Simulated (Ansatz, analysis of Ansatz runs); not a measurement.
# VSeO4 (P2_1/c): a line between two V sites for an added hole, part 2 of 2

Aim: the energy barrier that a trapped hole meets when it moves from one V atom to another one nearby in VSeO4 (P2_1/c). The model is a cell of 48 host atoms.

Ansatz 0.2.0; plane-wave PAW DFT, PBEsol+U; relaxation of all atoms of a supercell at fixed charge in a uniform background.

So far. Step 2 (The cell without the carrier): The largest displacement from an ideal site is 0.145 Å. Step 3 (The hole on the first site): The largest changes of the moments are -0.75 μB on V2, 0.12 μB on O18 and 0.01 μB on O12. The largest part sits on the chosen site.

## Step 4: The hole on the second site

The same start is made on the second site, to get the end of the hop.

Input file B.relax/input.yaml:

```yaml
crystal:
  lattice:
    - [7.74871546, 0.0, -0.02697048]
    - [0.0, 9.8656664, 0.0]
    - [-1.28264841, 0.0, 7.91796541]
  atoms:
    - { symbol: V, position: [0.009056, 0.005295, 0.30395], spin: 1.0 }
    - { symbol: V, position: [0.492086, 0.505426, 0.195254], spin: 1.0 }
[... 7 atom lines left out ...]
    - { symbol: O, position: [0.011765, 0.371847, 0.000894] }
[... 3 atom lines left out ...]
    - { symbol: O, position: [0.060619, 0.660157, 0.316011] }
[... 3 atom lines left out ...]
    - { symbol: O, position: [0.28466, 0.478427, 0.199828] }
[... 3 atom lines left out ...]
    - { symbol: O, position: [0.06678, 0.388749, 0.40439] }
[... 3 atom lines left out ...]
    - { symbol: V, position: [0.992205, 0.505439, 0.195461] }
[... 21 atom lines left out ...]
    - { symbol: O, position: [0.934463, 0.61145, 0.594817] }
total_charge: 1
basis:
  ecutwfc: 420
  xc_grid: 2
hamiltonian:
  xc: pbesol
  hubbard: { sites: [{ species: V, l: d, u_eff: 4.5 }] }
kpoints:
  mp_grid: { grid: [1, 1, 1] }
magnetization:
  spin_polarized: true
  initial_magnetization: -1
  spin_locking: { lock_magnetization: hard }
scf:
  occupations: { method: fermi_dirac, width: 0.01 }
  max_iter: 120
  lower_state_search: "off"
output:
  forces: true
relax:
  f_tol: 0.015
  max_steps: 70
  escape_saddle: false
checkpoint:
  write: "../B.relax.run"
  compress: false
  write_wavefunctions: true
  write_every: 100000
```

The run is started by

```
ansatz run input.yaml --threads 4 --pin off --max-ram 9420MiB --backend cpu --events-out ev --progress --plain --runs-dir out
```

Numbers of over 12 decimals in the logs are rounded to 6 here.

Log:

```text
[...]
Crystal: 48 atoms, lattice volume = 604.957 Å³
Basis set: ecut = 420 eV, 11803 PW (Γ), exchange–correlation on 108×144×108 points (8 copies of the dense FFT grid, shifted against one another)
Bands: 260, of which v1, the nominal top of the filled ones, is band 212 counted from 1 (211 counted from 0)
Symmetry: 1 space group operations
[...]
k-points: 1
[...]
Starting moments: Σ|m| = 7 μB on 7 of 48 sites
[...]
SCF iter   1: F=—  HF=-84415.857410 eV  |F-HF|=—  |Δ(HF+E_count)|=         —  Δρ=7.59e-2 (↑7.27e-2 ↓7.59e-2)  dr2=2.34e2  dr2_m=2.68e0  M=-1.000 μB ∫|m|=12.427 μB  β_m=0.30  ethr=3.10e-3  ⟨swp⟩=6.0  Hψ=1737  notcnv=0  defer=21
[...]
--- Relaxed structure (11 steps of the walk, 11 accepted, 0 SCFs on fresh bases) ---
  F+E_penalty+E_count = -84392.52042820 eV   max|allowed force component| = 9.522e-3 eV/Å
  atoms:
    - { symbol: V, position: [0.005520, 0.005022, 0.300894] }
    - { symbol: V, position: [0.485181, 0.505820, 0.194997] }
    [... 7 atoms left out ...]
    - { symbol: O, position: [0.008711, 0.375704, 0.004608] }
    [... 1 atom left out ...]
    - { symbol: O, position: [0.490963, 0.627775, 0.999667] }
    [... 1 atom left out ...]
    - { symbol: O, position: [0.061102, 0.662072, 0.318991] }
    [... 3 atoms left out ...]
    - { symbol: O, position: [0.278101, 0.478316, 0.197881] }
    [... 3 atoms left out ...]
    - { symbol: O, position: [0.064627, 0.389030, 0.389067] }
    [... 3 atoms left out ...]
    - { symbol: V, position: [0.999245, 0.503411, 0.201020] }
    [... 9 atoms left out ...]
    - { symbol: O, position: [0.992995, 0.624614, 1.004783] }
    [... 1 atom left out ...]
    - { symbol: O, position: [0.562594, 0.666902, 0.321896] }
    [... 7 atoms left out ...]
    - { symbol: O, position: [0.565660, 0.389978, 0.401942] }
    [... 2 atoms left out ...]
[key lines of the parts left out:]
SCF converged after 2 iterations
Magnetization: -1.0000 μB (211.0000 up, 212.0000 down)
Free energy (F): -84392.520428 eV
Fermi energy:    7.385760 (↑ 7.393939, ↓ 7.384017) eV
```

The job ended after 1.7 min (4 threads of Arm Neoverse V1, shared host; peak memory 1.3 GiB; 6.4 min of CPU time).

Distances from V26 without and with the hole:

| atom | without (Å) | with (Å) |
| --- | --- | --- |
| O42 | 1.64 | 1.61 |
| O14 | 1.94 | 1.85 |
| O22 | 2.04 | 1.89 |
| O36 | 1.99 | 1.97 |
| O10 | 2.07 | 2.03 |

The largest changes of the moments are -0.75 μB on V26, 0.12 μB on O42 and 0.01 μB on O36. The largest part sits on the chosen site.

## Step 5: Points on the line between the two structures

All atoms move on the straight line between the two relaxed structures, 2.49 amu^1/2 Å long in mass-weighted terms. Each point starts from the state of the point before, once from either end, so that both localised states can be followed; the midpoint is also started with the carrier shared.

Input file A.x0500/input.yaml:

```yaml
crystal:
  lattice:
    - [7.74871546, 0.0, -0.02697048]
    - [0.0, 9.8656664, 0.0]
    - [-1.28264841, 0.0, 7.91796541]
  atoms:
    - { symbol: V, position: [0.008311, 0.004928, 0.302659], spin: 1.0 }
    - { symbol: V, position: [0.492174, 0.504582, 0.197991] }
[... 7 atom lines left out ...]
    - { symbol: O, position: [0.011675, 0.374515, 0.003987] }
[... 3 atom lines left out ...]
    - { symbol: O, position: [0.061978, 0.664483, 0.320465] }
[... 3 atom lines left out ...]
    - { symbol: O, position: [0.286084, 0.478569, 0.199112] }
[... 3 atom lines left out ...]
    - { symbol: O, position: [0.065052, 0.389517, 0.395523] }
[... 3 atom lines left out ...]
    - { symbol: V, position: [0.992219, 0.504633, 0.198024], spin: 1.0 }
[... 21 atom lines left out ...]
    - { symbol: O, position: [0.934431, 0.611119, 0.594821] }
total_charge: 1
basis:
  ecutwfc: 420
  xc_grid: 2
hamiltonian:
  xc: pbesol
  hubbard: { sites: [{ species: V, l: d, u_eff: 4.5 }] }
kpoints:
  mp_grid: { grid: [1, 1, 1] }
magnetization:
  spin_polarized: true
  initial_magnetization: -1
  spin_locking: { lock_magnetization: hard }
scf:
  occupations: { method: fermi_dirac, width: 0.01 }
  max_iter: 120
  lower_state_search: "off"
output:
  forces: true
  eigenvalues: true
  eigenstates: { localisation: true }
  write_density: true
  write_potential: true
  volumetric_format: npy
checkpoint:
  read: "../A.x0375.run"
  write: "../A.x0500.run"
  compress: false
  write_wavefunctions: true
  write_every: 100000
```

Log:

```text
[...]
Warning: checkpoint.read: the run can stay near the saved state's solution: 48 site(s) moved relative to the saved geometry (max |Δs| = 2.001e-3 fractional); [...]
[...]
Crystal: 48 atoms, lattice volume = 604.957 Å³
Basis set: ecut = 420 eV, 11803 PW (Γ), exchange–correlation on 108×144×108 points (8 copies of the dense FFT grid, shifted against one another)
Bands: 260, of which v1, the nominal top of the filled ones, is band 212 counted from 1 (211 counted from 0)
Symmetry: 1 space group operations
[...]
k-points: 1
[...]
Starting moments: Σ|m| = 7 μB on 7 of 48 sites; this step starts from the density that it was given
[...]
SCF iter  14: F=-84392.275739 eV  HF=-84392.275739 eV  |F-HF|=3.73e-8  |Δ(HF+E_count)|=   8.13e-9  Δρ=1.66e-6 (↑1.42e-6 ↓1.66e-6)  dr2=5.08e-8  dr2_m=2.74e-9  M=-1.000 μB ∫|m|=9.689 μB  ethr=2.36e-11  ⟨swp⟩=7.0  Hψ=2623  notcnv=0
SCF 1 converged in 14 iterations: F = -84392.275739 eV  dr2 = 5.08e-8
[...]
SCF converged after 14 iterations
[...]
Magnetization: -1.0000 μB (211.0000 up, 212.0000 down)
Absolute magnetization: 9.7023 μB (∫|ρ↑−ρ↓|, with the PAW one-centre terms)
[...]
Per-site moments (μB) at R_I (Å): [(0.743374, 0.673713), (-0.016576, 0.667799), (-0.749896, 0.673995), [... 45 left out ...]
Free energy (F): -84392.275739 eV
[...]
Internal energy: -84392.275739 eV  (E = F + TS)
E sigma→0 (E₀):  -84392.275739 eV
Fermi energy:    7.301040 (↑ 7.325701, ↓ 7.195309) eV
[...]
--- Forces (eV/Å), atoms counted from 1 ---
  atom   1  V     -0.02526111     0.05574927     0.03428047
  atom   2  V      0.47151232     0.05433054     0.32282674
  [... 7 atoms left out ...]
  atom  10  O      0.03182356    -0.47586648    -0.35944434
  [... 1 atom left out ...]
  atom  12  O     -0.29702768    -0.50490920     0.39047143
  [... 1 atom left out ...]
  atom  14  O      0.21721363     0.69314973     0.75210214
  [... 3 atoms left out ...]
  atom  18  O      1.11118083     0.03592701     0.01381567
  [... 3 atoms left out ...]
  atom  22  O     -0.26195641    -0.78700004     0.90055775
  [... 3 atoms left out ...]
  atom  26  V     -0.29570163     0.01499091    -0.53403365
  [... 9 atoms left out ...]
  atom  36  O      0.25690134     0.44946467    -0.31189414
  [... 1 atom left out ...]
  atom  38  O     -0.23081998    -0.68520721    -0.71308131
  [... 7 atoms left out ...]
  atom  46  O      0.06088311     0.67116914    -0.75900574
  [... 2 atoms left out ...]
  max |Σ_I F_I| component: 8.73e-5 eV/Å
--- Band table (eV) ---
[...]
Occupation matrices written to <dir>
```

Elapsed: 17 s, on 4 threads; peak memory 1.2 GiB.

Reading the cycles: dr2 is the Hartree energy of the density residual (eV), the measure of convergence; HF is the Harris–Foulkes estimate of the energy, which meets the free energy F at convergence.

From eigenstates.tsv, first k-point; energies on the run's zero. The participation number counts the atoms that a state is spread over, of 48; bands count from 0.

| spin | band | energy (eV) | occupation | participation | largest share on | share |
| --- | --- | --- | --- | --- | --- | --- |
| down | 206 | 6.139 | 1.00 | 13.3 | V4 | 0.17 |
| down | 207 | 6.226 | 1.00 | 21.3 | O22 | 0.10 |
| down | 208 | 6.313 | 1.00 | 23.6 | O47 | 0.08 |
| down | 209 | 6.376 | 1.00 | 31.9 | O48 | 0.06 |
| down | 210 | 6.488 | 1.00 | 12.1 | V4 | 0.16 |
| down | 211 | 6.552 | 1.00 | 35.8 | O36 | 0.06 |
| down | 212 | 7.839 | 0.00 | 1.8 | V2 | 0.75 |
| down | 213 | 8.325 | 0.00 | 2.4 | V2 | 0.62 |
| down | 214 | 8.479 | 0.00 | 2.3 | V2 | 0.63 |
| down | 215 | 8.973 | 0.00 | 8.2 | V3 | 0.23 |
| down | 216 | 9.174 | 0.00 | 5.2 | V2 | 0.40 |
| up | 205 | 6.234 | 1.00 | 25.1 | O23 | 0.09 |
| up | 206 | 6.248 | 1.00 | 15.3 | V1 | 0.17 |
| up | 207 | 6.265 | 1.00 | 29.4 | O11 | 0.07 |
| up | 208 | 6.380 | 1.00 | 28.2 | O45 | 0.09 |
| up | 209 | 6.535 | 1.00 | 31.8 | O22 | 0.07 |
| up | 210 | 6.763 | 1.00 | 5.5 | V26 | 0.36 |
| up | 211 | 7.888 | 0.00 | 1.7 | V2 | 0.76 |
| up | 212 | 8.342 | 0.00 | 2.5 | V2 | 0.61 |
| up | 213 | 8.502 | 0.00 | 2.3 | V2 | 0.63 |
| up | 214 | 9.125 | 0.00 | 4.4 | V25 | 0.38 |
| up | 215 | 9.255 | 0.00 | 3.4 | V2 | 0.53 |

Under PBEsol+U (4.5 eV) at the zone centre alone, the highest filled state is spin up, spread over 6 of 48 atoms, and the lowest empty one, 1.08 eV above it, is spin down, spread over 2 of 48 atoms.

Spin density in the ac plane at fractional y = 0.504, through the centre, with atoms of V and O within 0.45 Å of it.

Values in units of 1e-1 e/Å³, 12 rows by 16 columns, each cell a mean:
```
-1.1 -0.7 -0.1  0.0  0.0  0.0  0.0 -0.3 -1.1 -0.7 -0.2  0.0  0.0  0.0  0.0 -0.3
-8.2 -2.6 -0.1  0.7  0.5  0.1 -0.1 -2.2 -8.2 -2.5 -0.1  0.8  0.6  0.1 -0.1 -1.9
-9.5 -1.3  0.3  1.5  0.7  0.1 -0.1 -4.2 -9.6 -1.2  0.3  1.7  0.8  0.1 -0.1 -3.8
-2.4 -0.5  0.0  0.2  0.1  0.0 -0.3 -1.8 -2.4 -0.5  0.0  0.3  0.1  0.0 -0.3 -1.8
-0.1  0.0  0.0  0.0  0.0  0.0  0.0 -0.1 -0.1  0.0  0.0  0.0  0.0  0.0  0.0 -0.1
 0.0  0.0  0.0  0.0  0.0  0.0  0.0  0.0  0.0  0.0  0.0  0.0  0.0  0.0  0.0  0.0
 0.0  0.0  0.0  0.0  0.0  0.0  0.0  0.0  0.0  0.0  0.0  0.0  0.0  0.0  0.0  0.0
 0.4  0.2  0.0  0.0  0.0  0.0  0.0  0.0  0.0  0.0  0.0  0.0  0.0  0.0  0.1  0.2
 5.3  1.0  0.1  0.0  0.0  0.0  0.0  0.0 -0.1 -0.1  0.0 -0.1 -0.3 -0.3  0.3  2.8
 8.4  0.5  0.0  0.0  0.0  0.0  0.0 -0.2 -0.2 -0.1  0.0 -0.2 -1.2 -0.7  0.2  6.6
 3.5  0.3  0.0  0.0  0.0  0.0  0.0 -0.1  0.0  0.0  0.0 -0.1 -0.3 -0.1  0.7  4.6
 0.2  0.0  0.0  0.0  0.0  0.0  0.0  0.0  0.0  0.0  0.0  0.0  0.0  0.0  0.2  0.4
```
Columns run along a (7.7 Å), rows up along c (8.0 Å). Atoms in or near the plane, at fractional coordinates: V at (0.49, 0.20), V at (0.01, 0.81), O at (0.29, 0.20), O at (0.22, 0.80), V at (0.99, 0.20), V at (0.51, 0.81), O at (0.79, 0.20), O at (0.72, 0.80).

Valence density in the ac plane at fractional y = 0.504, through the centre, with atoms of V and O within 0.45 Å of it. It is the smooth field of the valence electrons, not physical close to the nuclei.

Ten steps, logarithmic in the rise over the least value, from '0' (0 e/Å³) to '9' (13 e/Å³), each cell a mean:
```
2110000001121100000011
4322222111233222221112
7744554213677445542136
9865776325899667763258
9866886325898568863258
7645664214776456642147
3222332112332233311123
1111100011211111000112
1000000012210000000122
1000000011110000000111
0000000001100000000011
0100000000001000000000
1110000000011100000000
1110000000111100000001
2210011111122110112112
6521134433565212344335
9742367656897423676568
9842478757998424787579
8622366646886223665468
5311233323543112343245
2110011111221101111112
2110000001121100000011
```
Columns run along a (7.7 Å), rows up along c (8.0 Å). Atoms in or near the plane, at fractional coordinates: V at (0.49, 0.20), V at (0.01, 0.81), O at (0.29, 0.20), O at (0.22, 0.80), V at (0.99, 0.20), V at (0.51, 0.81), O at (0.79, 0.20), O at (0.72, 0.80).

Electrostatic potential energy in the ac plane at fractional y = 0.504, through the centre, with atoms of V and O within 0.45 Å of it. With pseudopotentials it is smooth inside the atoms' cores, unlike the true potential.

Ten even steps from '_' (-30 eV) to '@' (13 eV), each cell a mean:
```
%%%%%%@@@@@@@@@@@@@@%%%%%%%%@@@@@@@@@@@@@@%%
++++##%%@@@@@@@@@@%%**++++##%%@@@@@@@@@@%%**
....--##++==##@@%%++::....--##++==##@@%%++::
::....--____--%%##::..::....--____::%%##::..
::..::::____--%%**....::..::::____--%%**::..
..::++++::--##%%##--......++++::--##%%##--..
++**%%@@@@@@@@@@%%##++++**%%@@%%@@@@@@%%##++
%%@@@@@@@@@@@@@@@@%%%%%%%%@@@@@@@@@@@@@@%%%%
@@@@@@@@@@@@@@@@@@@@@@@@@@@@@@@@@@@@@@@@@@@@
@@@@@@@@@@@@@@@@@@@@@@@@@@@@@@@@@@@@@@@@@@@@
@@@@@@@@@@@@@@@@@@@@@@@@@@@@@@@@@@@@@@@@@@@@
@@@@@@@@@@@@@@@@@@@@@@@@@@@@@@@@@@@@@@@@@@@@
@@@@@@@@@@@@@@@@@@@@@@@@@@@@@@@@@@@@@@@@@@@@
@@@@@@@@@@@@@@@@@@@@@@%%%%@@@@@@@@@@@@@@@@@@
####%%@@@@@@@@@@@@%%##**##%%@@@@@@@@@@@@%%##
..--**%%@@%%****##++::..::**%%@@%%**##%%++::
::..--##%%--__..==..__..__--##%%--__..==::..
::..--####..____::__..::__--%%##..____::..::
..::++%%%%--..--++..____..**%%%%--..==++....
--++%%@@@@%%%%%%##==::--++%%@@@@%%%%%%##==--
##%%@@@@@@@@@@@@%%######%%@@@@@@@@@@@@%%%%##
@@@@@@@@@@@@@@@@@@%%%%%%%%@@@@@@@@@@@@@@@@%%
```
Columns run along a (7.7 Å; values clipped at the 3rd and 97th percentile), rows up along c (8.0 Å). Atoms in or near the plane, at fractional coordinates: V at (0.49, 0.20), V at (0.01, 0.81), O at (0.29, 0.20), O at (0.22, 0.80), V at (0.99, 0.20), V at (0.51, 0.81), O at (0.79, 0.20), O at (0.72, 0.80).

Free energies from the first end:

| started from | fraction | energy (eV) | moment change on V2 (μB) | on V26 (μB) |
| --- | --- | --- | --- | --- |
| first site | 0 | 0.000 | -0.75 | -0.01 |
| first site | 0.125 | 0.015 | -0.76 | -0.01 |
| first site | 0.25 | 0.061 | -0.76 | -0.02 |
| first site | 0.375 | 0.138 | -0.76 | -0.03 |
| first site | 0.5 | 0.245 | -0.76 | -0.03 |
| first site | 0.625 | 0.381 | -0.76 | -0.04 |
| second site | 0.875 | 0.016 | -0.01 | -0.76 |
| second site | 0.75 | 0.062 | -0.02 | -0.76 |
| second site | 0.625 | 0.139 | -0.03 | -0.76 |
| second site | 0.5 | 0.246 | -0.03 | -0.76 |
| second site | 0.375 | 0.383 | -0.04 | -0.76 |
| shared | 0.5 | 0.245 | -0.76 | -0.03 |
| second site | 1 | 0.000 | -0.01 | -0.75 |

## Step 6: Summary of results

```json
{"barrier forward": "0.24 eV", "barrier backward": "0.24 eV", "distance of the two sites without the carrier": "3.87 Å", "carrier at the midpoint": "on one site"}
```

What this shows: On this line the hole must cross 0.24 eV to hop 3.87 Å; both ends have the same energy within 0.005 eV. At the midpoint the lowest state found keeps the carrier on one site. With an assumed attempt frequency of 1e13 per second the rate at 300 K would be 8e+08 per second for this barrier, if every crossing succeeded. A straight line need not be the lowest path, so the true barrier at this U can be lower, or higher if the ends can still break their symmetry. The second site lies about half a repeat away: the first meets it and its image at 3.87 and 3.88 Å, so the cell models a chain, and nothing is concluded on the coupling of a single pair. A shorter hop, 3.17 Å to V28 (opposite spin), was not computed. No run compares the localised hole with one spread in the band, so its binding is unknown and the barrier may exceed it. The magnetic order was assumed and need not be the ground state. The total moment is locked, so a carrier of the other spin direction was not tried. The program's search for lower electronic states was switched off in all runs, so that each state is followed; none is shown to be the lowest at its structure. No image-charge correction is applied; it nearly cancels along the line while the charge stays localised. Keep in mind: sampling at the zone centre alone can move energies of charged and open-shell states by tenths of an eV or more in cells of this size; the images are only 7.7 Å apart; gap and trapping depend on the U chosen (V d 4.5 eV).

[Logs are printed without paths, hosts, clocks, repeated set-up lines and the standing remarks that a program may print on its own settings, such as how far it seeks lower states.]

[Hosts, paths, dates, database ids (printed as entryN), source tags and the programs' standing remarks are cut or masked in the printed files.]
